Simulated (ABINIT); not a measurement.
# Calculated records

## Quasiparticle gap of BN (Qingsongite) in ABINIT

It takes space group F-43m (No. 216, cubic). The conventional cell has a = 3.615 Å, b = 3.615 Å, c = 3.615 Å, α = 90.00°, β = 90.00°, γ = 90.00°. Nearest to B lie 4 N at 1.57 Å. Nearest to N lie 4 B at 1.57 Å. Farther neighbours, and contacts between anions beyond the nearest, are not listed.

```yaml
method: RPA screening on LDA, plane waves, norm-conserving pseudopotentials (and 2 further levels or steps)
program: ABINIT 10.8.3
settings: cutoff 36 Ha, PseudoDojo scalar-relativistic 0.4.1 standard, norm-conserving, potential set dojo-sr-lda-0.4.1-standard, ngkpt (6, 6, 6), nband 303, ecuteps 22 Ha, inclvkb 2, shiftk (0, 0, 0), symchi 1, awtr 1, frequency ppm, 6×6×6 k-mesh
cost: 5 runs, 8.6 min in all on 4 MPI ranks of Arm Neoverse V1, shared host
notes: The cell and positions come from the Crystallography Open Database and are kept as given unless a step says otherwise. The 6×6×6 mesh is coarse for this cell, which bears on the long-range parts of exchange and screening.
lda_gap: 4.42 eV, indirect
g0w0_gap_on_the_mesh: 6.36 eV
gw_settings: 6×6×6 mesh, 303 bands, screening to 598.7 eV, Godby-Needs plasmon pole
known_limits: short of the basis limit; coarse k mesh
```

G0W0 moves the gap on the mesh from 4.42 eV to 6.36 eV (+1.93 eV), with Z of 0.82 and 0.85 at the edges. Local fields lower the RPA ε∞ on this mesh from 4.79 to 4.43; a Γ-centred mesh this coarse tends to raise both, most where the direct gap is narrow, while a short band sum lowers them.

[Long decimals in the printed logs are rounded to 6 places.]

[Logs are printed without paths, hosts, clocks, repeated set-up lines and the standing remarks that a program may print on its own settings, such as how far it seeks lower states.]

[Paths, hosts, dates, memory and timing lines, banners, echoed tables and standing remarks are left out of the program output; an Ansatz launch command may be rebuilt from the run's recorded settings. Measured values are a selection of at most five: reports struck by readers or far from the other reports are left out. None is set beside runs whose start may be inverted or whose files or cutoffs have a known fault.]

[Runs of the session that timed out or met a known fault of the program may be left out.]

[Hosts, paths, dates, database ids (printed as entryN), source tags and the programs' standing remarks are cut or masked in the printed files.]

[G0W0 gaps are taken among the corrected bands and points alone; a level outside them can change the order at an edge.]

[Where Ansatz stands beside ABINIT at settings called matched, ABINIT's density can come from a denser mesh and the files from another edition; pairs whose starting gaps differed by over 0.03 eV were left out, so agreement reads better than it is.]
